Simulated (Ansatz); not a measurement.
NaCl (Fm-3m): refractive index against wavelength

The refractive index of NaCl (Fm-3m) below the direct gap (5.15 eV on the mesh) is read from one computed spectrum, n = √(Re ε).

The structure is cubic, space group Fm-3m (No. 225). Conventional cell: a = 5.620 Å, b = 5.620 Å, c = 5.620 Å, α = 90.00°, β = 90.00°, γ = 90.00°. Around Cl on site b lie 6 Na at 2.81 Å. Na on site a has 6 Cl at 2.81 Å as nearest neighbours.

Method: Ansatz 0.2.0, PBE, independent particles, k-mesh 12×12×12 with interpolation inside its cells, Gaussian parameter 0.1 eV.

Launch of the response step: `ansatz run input.yaml --threads 4 --pin off --max-ram 8192MiB --backend cpu --events-out ev --progress --plain --runs-dir out`. The run took 5 s, on 4 threads of Arm Neoverse V1 (shared host).

| wavelength (nm) | photon energy E (eV) | n |
| --- | --- | --- |
| 850 | 1.459 | 1.6741 |
| 700 | 1.771 | 1.6805 |
| 633 | 1.959 | 1.6850 |
| 532 | 2.331 | 1.6957 |
| 450 | 2.755 | 1.7110 |
| 405 | 3.061 | 1.7244 |
| 365 | 3.397 | ? |

In the single-oscillator model n² − 1 = E₀E_d/(E₀² − E²), so 1/(n² − 1) = E₀/E_d − E²/(E₀E_d) is linear in E².

Working, on the rows shown:

| x = E² (eV²) | y = 1/(n² − 1) |
| --- | --- |
| 2.12762 | 0.554751 |
| 3.13716 | 0.548221 |
| 3.83641 | 0.543707 |
| 5.43137 | 0.53322 |
| 7.59115 | 0.518801 |
| 9.37179 | 0.5067 |

Means: x̄ = 5.2493, ȳ = 0.53423. Σ(x − x̄)(y − ȳ) = -0.2568, Σ(x − x̄)² = 38.71. Slope = -0.2568 / 38.71 = -0.006633; intercept = ȳ − slope · x̄ = 0.56905. Turned back into n, the line misses the rows shown by at most 0.00021.

Fill in the last column of the withheld row.

At x = 11.538 the line gives y = 0.49251, that is 1.7408. The run gave 1.7420, so the extrapolation is off by 0.0012, 1.8 % of the range in the table.

Refitted with all rows, the slope is -0.006708 and the intercept 0.56937. These give E₀ = √(intercept/−slope) = 9.21 eV and E_d = E₀/intercept = 16.2 eV; E₀ is 1.8 times the direct gap. The electronic limit at long wavelengths, without lattice vibrations, is n = √(1 + 1/intercept) = 1.660. The cell comes from an older database entry, whose edges can be off by a per cent or so. Excitons are left out and so are local fields; PBE gaps are as a rule too small.
